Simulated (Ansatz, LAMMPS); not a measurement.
# Glassy 79TiO2-21SiO2 (mol %) (99 atoms): geometry optimisation, part 3 of 3

Aim: bring glassy 79TiO2-21SiO2 (mol %) (99 atoms) to a nearby minimum of the energy and see what moves.

Ansatz 0.2.0; Kohn-Sham DFT, PBE, PAW (set soft_2), plane waves.

The cell: 26 Ti, 7 Si and 66 O. The quench rate of 50 K/ps is orders of magnitude faster than experiment. The network of bonds at the start is that of the classical potential that made the cell. Sampling is at Γ alone, for a cell whose shortest periodic width is 11 Å.

So far, density (g/cm³): step 5 (local order after relaxation) 3.07.

**6. Single point at the relaxed geometry**

One more single point at the end of the walk gives the fuller output and checks the residual forces.

The input, input.yaml:

```yaml
crystal:
  lattice:
    - [11.04811, 0.0, 0.0]
    - [0.0, 11.04811, 0.0]
    - [0.0, 0.0, 11.04811]
  atoms:
    - { symbol: Ti, position: [0.24718, 0.74003, 0.09358] }
    - { symbol: Ti, position: [0.24522, 0.5258, 0.88485] }
    - { symbol: Ti, position: [0.78975, 0.74812, 0.99885] }
    - { symbol: Ti, position: [0.45471, 0.67813, 0.72569] }
    - { symbol: Ti, position: [0.49641, 0.24733, 0.15546] }
    - { symbol: Ti, position: [0.41469, 0.51343, 0.25493] }
    - { symbol: Ti, position: [0.12466, 0.38354, 0.27232] }
    - { symbol: Ti, position: [0.20459, 0.29078, 0.01162] }
    - { symbol: Ti, position: [0.9617, 0.67212, 0.25985] }
    - { symbol: Ti, position: [0.95038, 0.21526, 0.85899] }
    - { symbol: Ti, position: [0.3074, 0.94595, 0.73355] }
    - { symbol: Ti, position: [0.99129, 0.91793, 0.79172] }
    - { symbol: Ti, position: [0.18153, 0.15353, 0.46752] }
    - { symbol: Ti, position: [0.70277, 0.01699, 0.81579] }
    - { symbol: Ti, position: [0.67056, 0.90723, 0.31671] }
    - { symbol: Ti, position: [0.03344, 0.75685, 0.55795] }
    - { symbol: Ti, position: [0.82441, 0.20496, 0.13627] }
    - { symbol: Ti, position: [0.55251, 0.52349, 0.98712] }
    - { symbol: Ti, position: [0.02196, 0.43452, 0.61728] }
    - { symbol: Ti, position: [0.33332, 0.75636, 0.46871] }
    - { symbol: Ti, position: [0.50291, 0.95518, 0.06289] }
    - { symbol: Ti, position: [0.29961, 0.98939, 0.24177] }
    - { symbol: Ti, position: [0.719, 0.53648, 0.66302] }
    - { symbol: Ti, position: [0.32666, 0.22125, 0.7605] }
    - { symbol: Ti, position: [0.00348, 0.92438, 0.1152] }
    - { symbol: Ti, position: [0.90617, 0.01191, 0.48402] }
    - { symbol: Si, position: [0.68799, 0.6152, 0.3675] }
    - { symbol: Si, position: [0.31939, 0.48616, 0.54771] }
    - { symbol: Si, position: [0.96932, 0.61611, 0.81271] }
    - { symbol: Si, position: [0.62233, 0.30475, 0.79884] }
    - { symbol: Si, position: [0.53316, 0.29811, 0.45708] }
    - { symbol: Si, position: [0.81896, 0.28882, 0.4353] }
    - { symbol: Si, position: [0.53416, 0.0327, 0.55848] }
    - { symbol: O, position: [0.18767, 0.42282, 0.56872] }
    - { symbol: O, position: [0.35477, 0.24464, 0.05542] }
    - { symbol: O, position: [0.02676, 0.59885, 0.56644] }
    - { symbol: O, position: [0.99672, 0.74736, 0.74921] }
    - { symbol: O, position: [0.34531, 0.55562, 0.67783] }
    - { symbol: O, position: [0.44696, 0.07011, 0.17023] }
    - { symbol: O, position: [0.06583, 0.03626, 0.45953] }
    - { symbol: O, position: [0.87348, 0.53755, 0.72846] }
    - { symbol: O, position: [0.32096, 0.58892, 0.43574] }
    - { symbol: O, position: [0.89441, 0.05628, 0.12476] }
    - { symbol: O, position: [0.38448, 0.81319, 0.79453] }
    - { symbol: O, position: [0.48404, 0.26426, 0.77184] }
    - { symbol: O, position: [0.90752, 0.38754, 0.50391] }
    - { symbol: O, position: [0.09037, 0.53222, 0.80242] }
    - { symbol: O, position: [0.66963, 0.38166, 0.68156] }
    - { symbol: O, position: [0.19997, 0.79006, 0.55634] }
    - { symbol: O, position: [0.61589, 0.63462, 0.74507] }
    - { symbol: O, position: [0.35482, 0.87482, 0.08176] }
    - { symbol: O, position: [0.42376, 0.56738, 0.89552] }
    - { symbol: O, position: [0.83598, 0.15948, 0.50849] }
    - { symbol: O, position: [0.77641, 0.86555, 0.88308] }
    - { symbol: O, position: [0.57594, 0.00078, 0.92133] }
    - { symbol: O, position: [0.65347, 0.75917, 0.37073] }
    - { symbol: O, position: [0.48832, 0.27707, 0.31638] }
    - { symbol: O, position: [0.21995, 0.68603, 0.94607] }
    - { symbol: O, position: [0.65277, 0.65314, 0.0186] }
    - { symbol: O, position: [0.104, 0.28406, 0.14589] }
    - { symbol: O, position: [0.89343, 0.05828, 0.80384] }
    - { symbol: O, position: [0.8514, 0.27225, 0.29004] }
    - { symbol: O, position: [0.82273, 0.95693, 0.35177] }
    - { symbol: O, position: [0.5741, 0.98521, 0.42455] }
    - { symbol: O, position: [0.46169, 0.74013, 0.57171] }
    - { symbol: O, position: [0.40089, 0.97849, 0.59695] }
    - { symbol: O, position: [0.29353, 0.10361, 0.35984] }
    - { symbol: O, position: [0.10427, 0.27826, 0.39923] }
    - { symbol: O, position: [0.80706, 0.60068, 0.28208] }
    - { symbol: O, position: [0.09684, 0.75792, 0.1646] }
    - { symbol: O, position: [0.72054, 0.58253, 0.50862] }
    - { symbol: O, position: [0.26027, 0.34971, 0.84048] }
    - { symbol: O, position: [0.35532, 0.63799, 0.17214] }
    - { symbol: O, position: [0.13744, 0.95297, 0.73597] }
    - { symbol: O, position: [0.52199, 0.17877, 0.54193] }
    - { symbol: O, position: [0.24897, 0.18255, 0.62016] }
    - { symbol: O, position: [0.62999, 0.40063, 0.9125] }
    - { symbol: O, position: [0.20601, 0.46238, 0.02623] }
    [... 15 atom lines left out ...]
    - { symbol: O, position: [0.04549, 0.53149, 0.26671] }
    - { symbol: O, position: [0.49647, 0.43288, 0.12179] }
    - { symbol: O, position: [0.87721, 0.27745, 0.99908] }
    - { symbol: O, position: [0.14886, 0.99054, 0.17817] }
    - { symbol: O, position: [0.09866, 0.19003, 0.91766] }
    - { symbol: O, position: [0.56306, 0.54783, 0.32784] }
kpoints:
  mp_grid: { grid: [1, 1, 1] }
hamiltonian:
  xc: pbe
scf:
  occupations: { method: gaussian, width: 0.025 }
output:
  forces: true
  stress: true
  populations: true
  dos:
    method: { smearing: { sigma: 0.15 } }
    de: 0.1
    projected: { site_lists: { O: [O], Si: [Si], Ti: [Ti] } }
  eigenvalues: true
  write_density: true
  write_potential: true
  volumetric_format: npy
```

The run is started by

```
$ ansatz run input.yaml --threads 4 --pin off --max-ram 8192MiB --backend cpu --events-out ev --progress --plain --runs-dir out
```

Numbers of over 12 decimals in the logs are rounded to 6 here.

Log:

```text
[...]
Crystal: 99 atoms, lattice volume = 1348.540 Å³
Basis set: ecut = 420 eV, 26193 PW (Γ), exchange–correlation on 150×150×150 points (8 copies of the dense FFT grid, shifted against one another)
Bands: 467, of which v1, the nominal top of the filled ones, is band 368 counted from 1 (367 counted from 0)
Symmetry: 1 space group operations
[...]
k-points: 1
[...]
SCF iter   1: F=—  HF=-107013.654858 eV  |F-HF|=—  |Δ(HF+E_count)|=         —  Δρ=3.96e-3  dr2=2.42e-1  ethr=1.77e-3  ⟨swp⟩=6.0  Hψ=1799  notcnv=0  defer=48
[...]
SCF iter  12: F=-107013.638715 eV  HF=-107013.638715 eV  |F-HF|=5.47e-9  |Δ(HF+E_count)|=   6.92e-8  Δρ=1.85e-6  dr2=5.67e-8  ethr=1.36e-11  ⟨swp⟩=13.0  Hψ=3074  notcnv=0
SCF 1 converged in 12 iterations: F = -107013.638715 eV  dr2 = 5.67e-8
[...]
SCF converged after 12 iterations
Free energy (F): -107013.638715 eV
[...]
Internal energy: -107013.638715 eV  (E = F + TS)
E sigma→0 (E₀):  -107013.638715 eV
Fermi energy:    5.870612 eV
[...]
--- Forces (eV/Å), atoms counted from 1 ---
  atom   1  Ti     0.00627002     0.00295996     0.00293096
  atom   2  Ti    -0.00089691    -0.00885271    -0.00261215
  atom   3  Ti    -0.00046796    -0.00575045    -0.00517735
  atom   4  Ti     0.00786584     0.00939567    -0.00102301
  atom   5  Ti     0.00576067    -0.00210359     0.00435321
  atom   6  Ti    -0.00150357    -0.00935111     0.00499304
  atom   7  Ti     0.00439258    -0.00299092     0.00788158
  atom   8  Ti    -0.00217174    -0.00269824    -0.00165947
  atom   9  Ti    -0.00258786    -0.00099044    -0.00250759
  atom  10  Ti    -0.00202899    -0.00518352     0.00458593
  atom  11  Ti     0.00352368     0.00628100     0.00315909
  atom  12  Ti     0.00806322    -0.00149679    -0.00049564
  atom  13  Ti     0.00575955    -0.00071933     0.00608082
  atom  14  Ti    -0.00056908     0.00631637    -0.00067235
[...]
atom  98  O     -0.00430041    -0.00474696    -0.00302037
  atom  99  O     -0.00418503     0.00101353    -0.00368037
  max |Σ_I F_I| component: 1.23e-4 eV/Å
--- Stress (GPa, compression-positive) ---
       -2.766704      -0.181998      -0.272100
       -0.181998       1.404554       0.460341
       -0.272100       0.460342      -0.241627
  P = ⅓ Tr σ = -0.5346 GPa (-5.346 kbar)
--- Band table (eV) ---
[...]
--- Löwdin populations: 99 sites ---
  site symbol       q [e]
     0     Ti     10.6500
     1     Ti     10.6467
     2     Ti     10.6347
[...]
98      O      6.7374
  spilling = 0.005050 (of n_electrons = 736.000000)
```

Run time: 29 s. Hardware: 4 threads of Arm Neoverse V2, shared host; peak memory 2 GiB; 1.8 min of CPU time.

Numbers from this run:

| Quantity | Value |
| --- | --- |
| free energy | -107013.6387 eV |
| free energy per atom | -1080.9458 eV/atom |
| SCF cycles | 12 |
| pressure | -0.5346 GPa |
| r.m.s. force component | 0.00438 eV/Å |
| longest force | 0.01752 eV/Å |
| Fermi energy | 5.871 eV |
| gap (highest filled to lowest empty level) | 2.932 eV |
| spilling of the projection | 0.00505 |

Löwdin charges by element and coordination (they lack the spilled electrons, 0.038 e an atom on average):

| element | coordination | atoms | mean charge (e) | spread | least | most |
| --- | --- | --- | --- | --- | --- | --- |
| O | all | 66 | -0.658 | 0.063 | -0.784 | -0.544 |
| O | 2 | 52 | -0.646 | 0.064 | -0.784 | -0.544 |
| O | 3 | 14 | -0.702 | 0.0321 | -0.748 | -0.642 |
| Si | all | 7 | 1.69 | 0.0237 | 1.66 | 1.74 |
| Ti | all | 26 | 1.36 | 0.0221 | 1.31 | 1.41 |
| Ti | 4 | 14 | 1.36 | 0.015 | 1.34 | 1.39 |
| Ti | 5 | 10 | 1.36 | 0.0266 | 1.31 | 1.41 |
| Ti | 6 | 2 | 1.38 | 0.0264 | 1.35 | 1.41 |

Density of states as counts of states in windows of 1 eV (from the Fermi level), total and the larger projections:

| from (eV) | to (eV) | total | O p | Ti d |
| --- | --- | --- | --- | --- |
| -14 | -11 | 0.0 | 0.0 | 0.0 |
| -11 | -10 | 0.2 | 0.1 | 0.0 |
| -10 | -9 | 1.8 | 1.2 | 0.0 |
| -9 | -8 | 4.7 | 3.2 | 0.2 |
| -8 | -7 | 7.0 | 4.6 | 0.6 |
| -7 | -6 | 14.8 | 10.8 | 1.4 |
| -6 | -5 | 46.8 | 33.6 | 8.3 |
| -5 | -4 | 110.2 | 81.7 | 23.4 |
| -4 | -3 | 80.1 | 66.1 | 10.9 |
| -3 | -2 | 92.9 | 83.0 | 7.3 |
| -2 | -1 | 37.5 | 35.1 | 1.7 |
| -1 | 1 | 0.0 | 0.0 | 0.0 |
| 1 | 2 | 34.0 | 3.1 | 29.7 |
| 2 | 3 | 77.6 | 11.0 | 61.7 |

Between -26 and -14 eV lie 132 more states.

About 208 of the 736 electrons lie in deeper levels, below the stored range.

The levels nearest the highest filled one (over half full), pooled over k-points and spins:

| level less the highest filled one (eV) | occupation |
| --- | --- |
| -0.184 | 2 |
| -0.110 | 2 |
| -0.109 | 2 |
| -0.0856 | 2 |
| -0.0654 | 2 |
| 0 | 2 |
| 2.93 | 0 |
| 2.96 | 0 |
| 3.04 | 0 |
| 3.09 | 0 |
| 3.10 | 0 |
| 3.14 | 0 |

Valence density in the ac plane at fractional y = 0.289, with atoms of Ti and Si and O within 0.2 Å of it. It is the smooth field of the valence electrons, not physical close to the nuclei.

Ten steps, logarithmic in the rise over the least value, from '_' (0.0 e/Å³) to '@' (9.5 e/Å³), each cell a mean:
```
......::==##%%%%++::::::....____________________::==##%%##==::
....::::::--====--::....____________........____..::==++==--::
::..::::::::--====--::..____........::::::::....__....::--==--
--..........--++++++--::..::======--::::----::..______..--====
==--..____..::==++++==----++####**++--..::--::..______..--==++
##++::______..::--++++==--++%%%%##++--::::--::..______..==**##
%%++::________..::--==--::==++**++--::::----::..______..==##%%
++==::________..............::::::....::::::..________..::==**
::..________........__________________........__________..::::
____________........________........__________________________
____________....________....::::::::..........__............__
____........____________..::::--::::::--------::::::----::::..
..::==++==::..__________..::::::..::--++****++==::..::--::::..
::==##%%##==::____________..::--::::--++**##**==::....::::....
::++%%@@%%++::..________..--==++++------======------==--::..__
..--++**++--..__________::++##%%##==::........::--++****==..__
__..::----::..__________::++%%@@##++::________::==##%%%%++::__
__..::::::....__________..==****++--..________..==##%%##++::__
..::==++==--..__________..::==++==--....______..::==++==::..__
::==##%%##==::..______....--**%%##++::::::......::::::::..____
::++%%@@%%++--......::--::==##%%##++------::::..::----::..____
..--**##**++==----==++**++--==++==::::::--::......------::..__
__..::--++##%%%%++++**##++--::....__............::--****++--..
____..::**@@@@@@##==++++==::..__________________::++%%@@%%++::
```
Columns run along a (11.0 Å), rows up along c (11.0 Å). Atoms in or near the plane, at fractional coordinates: Ti at (0.20, 0.01), Si at (0.62, 0.80), Si at (0.53, 0.46), Si at (0.82, 0.44), O at (0.49, 0.32), O at (0.10, 0.15), O at (0.85, 0.29), O at (0.10, 0.40), O at (0.88, 0.00).

Electrostatic potential energy in the ac plane at fractional y = 0.289, with atoms of Ti and Si and O within 0.2 Å of it. With pseudopotentials it is smooth inside the atoms' cores, unlike the true potential.

Values in eV, 13 rows by 16 columns, each cell a mean:
```
  8   7  -9 -21  -5   8  11  11  10  10  10  11  11  -4 -15   4
  3   9   9   5   1   7   9  10   7  -6  -9   6  10   8  -3 -11
  1  11  11   7  -5 -10   1 -18 -18 -33 -38  -4   9   9   3  -9
-15  11  11   9  -2 -10   2  -7  -4  -6  -9   6  11  11   9 -24
  8  10  11  11   9   7   9  11  11  10  10  11  12  12  12   8
  9   9  10  11  11  11  10   8   4   6  10  11   9   8  10  10
 11   8   8   9  10  10   9  -8 -35 -21  -2   0 -14 -24   0  10
  7 -29 -16   9  10  11   9  -7 -31 -17  -7  -7 -27 -38  -8   9
  9  -8  -2   9  11  12   9 -24 -23   7  10  10   1 -22  -4  11
  9   3   2   7  11  11   9 -10  -9   8  11  11   6 -23  -8  11
  8 -20 -10   9  11  10   3 -20 -23   0  10   9   4   0   6  10
  9 -18 -14  -4   4   0   0 -13 -17   2   9   9   2  -3   5  10
 11   6 -20 -32 -15 -10   0   7   6   9  11  11   9 -12 -22   8
```
Columns run along a (11.0 Å; values clipped at the 3rd and 97th percentile), rows up along c (11.0 Å). Atoms in or near the plane, at fractional coordinates: Ti at (0.20, 0.01), Si at (0.62, 0.80), Si at (0.53, 0.46), Si at (0.82, 0.44), O at (0.49, 0.32), O at (0.10, 0.15), O at (0.85, 0.29), O at (0.10, 0.40), O at (0.88, 0.00).

Mean Löwdin charges: O -0.66, Si +1.69, Ti +1.36 e (they miss 0.51 % of the electrons, so they add up to more than the cell's charge). The largest share in the top eV of filled states is O p (93 % of the projected weight), and in the lowest eV of empty states Ti d (86 % of the projected weight).

A closer look about O61, picked at random: 13 atoms, nearest first, numbered in the order of the input, with positions taken from that point.

| atom | x | y | z | distance (Å) | bonds | Löwdin charge (e) |
| --- | --- | --- | --- | --- | --- | --- |
| O61 | 0.00 | 0.00 | 0.00 | 0.00 | 3 | -0.69 |
| Ti12 | 1.08 | -1.55 | -0.13 | 1.90 | 5 | 1.34 |
| Ti10 | 0.63 | 1.73 | 0.61 | 1.94 | 4 | 1.34 |
| Ti14 | -2.11 | -0.46 | 0.13 | 2.16 | 5 | 1.41 |
| O89 | -2.05 | 1.43 | 0.23 | 2.51 | 2 | -0.73 |
| O54 | -1.29 | -2.13 | 0.88 | 2.64 | 2 | -0.69 |
| O83 | 1.48 | -1.67 | 1.70 | 2.81 | 2 | -0.55 |
| O91 | 0.32 | -1.76 | -2.19 | 2.83 | 3 | -0.71 |
| O98 | 2.27 | 1.46 | 1.26 | 2.97 | 2 | -0.60 |
| O74 | 2.70 | -1.16 | -0.75 | 3.03 | 2 | -0.57 |
| O84 | 0.99 | 2.82 | -0.80 | 3.10 | 2 | -0.61 |
| O96 | -0.18 | 2.42 | 2.16 | 3.25 | 2 | -0.61 |
| O92 | -2.86 | -0.67 | -1.53 | 3.32 | 2 | -0.69 |

The column of bonds counts only the pairs O-Ti within 2.64 Å, O-Si within 2.08 Å; other neighbours, such as metal atoms beside each other in a compound, aren't counted, and periodic images can show an atom twice.

**7. Changed: hamiltonian.dispersion = "d4"**

Changed here: hamiltonian.dispersion = "d4".

This step: Kohn-Sham DFT, PBE+D4, PAW (set soft_2), plane waves (Ansatz 0.2.0).

The input, input.yaml:

```yaml
crystal:
  lattice:
    - [11.04811, 0.0, 0.0]
    - [0.0, 11.04811, 0.0]
    - [0.0, 0.0, 11.04811]
  atoms:
    [... the 99 atom lines of step 3 ...]
kpoints:
  mp_grid: { grid: [1, 1, 1], shift: [0.0, 0.0, 0.0] }
hamiltonian:
  xc: pbe
  dispersion: d4
scf:
  occupations: { method: gaussian, width: 0.025 }
output:
  forces: true
  stress: true
  populations: true
  dos:
    method: { smearing: { sigma: 0.1 } }
    de: 0.1
    projected: { site_lists: { O: [O], Si: [Si], Ti: [Ti] } }
  eigenvalues: true
```

Log:

```text
[...]
Crystal: 99 atoms, lattice volume = 1348.540 Å³
Basis set: ecut = 420 eV, 26193 PW (Γ), exchange–correlation on 150×150×150 points (8 copies of the dense FFT grid, shifted against one another)
Bands: 467, of which v1, the nominal top of the filled ones, is band 368 counted from 1 (367 counted from 0)
Symmetry: 1 space group operations
[...]
k-points: 1
[...]
SCF iter   1: F=—  HF=-107023.755858 eV  |F-HF|=—  |Δ(HF+E_count)|=         —  Δρ=4.25e-3  dr2=3.20e-1  ethr=1.77e-3  ⟨swp⟩=6.0  Hψ=1767  notcnv=0  defer=66
[...]
SCF iter  12: F=-107023.721447 eV  HF=-107023.721447 eV  |F-HF|=2.54e-8  |Δ(HF+E_count)|=   1.47e-7  Δρ=2.21e-6  dr2=7.50e-8  ethr=1.36e-11  ⟨swp⟩=9.0  Hψ=1948  notcnv=0
WARN: dispersion: an atom stands within reach of a switch of its C6 between two reference coordination numbers of its element: through that C6 alone, e_disp changes by 0.025 eV or more while the distances to its neighbours run over a stretch of 0.05 Å that contains this geometry (sites counted from 0 in the run's list of atoms or, [...]
SCF 1 converged in 12 iterations: F = -107023.721447 eV  dr2 = 7.50e-8
[...]
SCF converged after 12 iterations
Free energy (F): -107023.721447 eV
[...]
Internal energy: -107023.721447 eV  (E = F + TS)
E sigma→0 (E₀):  -107023.721447 eV
Fermi energy:    5.929920 eV
[...]
--- Forces (eV/Å), atoms counted from 1 ---
  atom   1  Ti    -1.18385431    -1.42597093    -0.51529926
  atom   2  Ti     1.50365244    -0.50053976     1.24126087
  atom   3  Ti    -1.41886629    -1.20274214    -1.73458799
  atom   4  Ti    -0.78093615     0.32217711     0.13844462
  atom   5  Ti     1.94107887     0.42881180    -0.30471157
  atom   6  Ti    -0.96568297     0.70875763    -1.03390554
  atom   7  Ti     1.85069758     0.57593119    -0.79624943
  atom   8  Ti     0.94280121     2.14877445    -1.73416429
  atom   9  Ti    -1.20235238     1.26544358    -0.55323246
  atom  10  Ti     0.37831213     1.44979905    -0.05579809
  atom  11  Ti     2.55121128    -0.60161995     0.40612675
  atom  12  Ti    -1.72774846    -2.22730227     0.29228490
  atom  13  Ti     0.08322444    -0.25103559    -0.52792905
  atom  14  Ti    -1.00887679     0.60742274    -1.46960202
[...]
atom  98  O     -0.55943660    -0.36537066    -0.81209375
  atom  99  O      0.46219194    -0.17797707     0.63459483
  max |Σ_I F_I| component: 1.18e-4 eV/Å
--- Stress (GPa, compression-positive) ---
        3.289079       0.970182       0.413587
        0.970182       7.366984       0.373567
        0.413588       0.373568       5.015224
  P = ⅓ Tr σ = 5.2238 GPa (52.238 kbar)
--- Band table (eV) ---
[...]
--- Löwdin populations: 99 sites ---
  site symbol       q [e]
     0     Ti     10.6814
     1     Ti     10.6493
     2     Ti     10.6399
[...]
98      O      6.6994
  spilling = 0.005009 (of n_electrons = 736.000000)
```

Wall time 29 s (4 threads); peak memory 2 GiB; 1.9 min of CPU time.

The program notes that the dispersion model switches parameters near this geometry.

Geometry and reference: those of the single point at the start.

Forces differ from those of the single point at the start by 173 meV/Å r.m.s., 16 % of their size; the pressure by +0.16 GPa. It took 1.1 times the reference's time (shared host, so rough). The program warns that the dispersion model switches parameters near this geometry, so part of the change in forces and pressure may be an artefact.

**8. What came out**

```
energy change in the relaxation                  : -74.9 meV/atom
r.m.s. displacement                              : 0.26 Å
largest displacement                             : 0.669 Å
free energy per atom                             : -1080.9458 eV/atom
pressure                                         : -0.5346 GPa
r.m.s. force component                           : 0.00438 eV/Å
gap (highest filled to lowest empty level) : 2.932 eV
wall time of the 4 DFT runs                      : 4.1 min
```

In words: Relaxation lowers the energy by 74.9 meV/atom and moves atoms by 0.26 Å r.m.s.; the r.m.s. force component goes from 1.1 to 0.0044 eV/Å, the pressure goes from 5.1 to -0.53 GPa, and the gap from 2.04 to 2.93 eV. By the final cutoffs 0 of 139 bonded pairs parted and 7 joined. From the first step to the last the energy fell by 7.415 eV, and the largest move was 0.67 Å (O40). The O-Ti bonds change most in mean length: from 1.859 Å (spread 0.149) to 1.902 Å (spread 0.146), and their number from 111 to 118. With the cutoffs above, 79 % of O atoms have 2, all Si atoms have 4 and 54 % of Ti atoms have 4 bonded neighbours. Filled and empty levels are parted by 2.93 eV (at Γ alone); a semilocal functional tends to put such gaps too low. In a disordered cell it changes from sample to sample, and tail or defect levels can set it.

Caveats: The network of bonds at the start is that of the classical potential that made the cell; in DFT 0 of its 139 bonded pairs passed out of the cutoffs and 7 came within them. The stress is far from hydrostatic: its diagonal is -2.8, 1.4, -0.2 GPa, compression counted positive.

[Logs are printed without paths, hosts, clocks, repeated set-up lines and the standing remarks that a program may print on its own settings, such as how far it seeks lower states.]

[Hosts, paths, dates, database ids (printed as entryN), source tags and the programs' standing remarks are cut or masked in the printed files.]
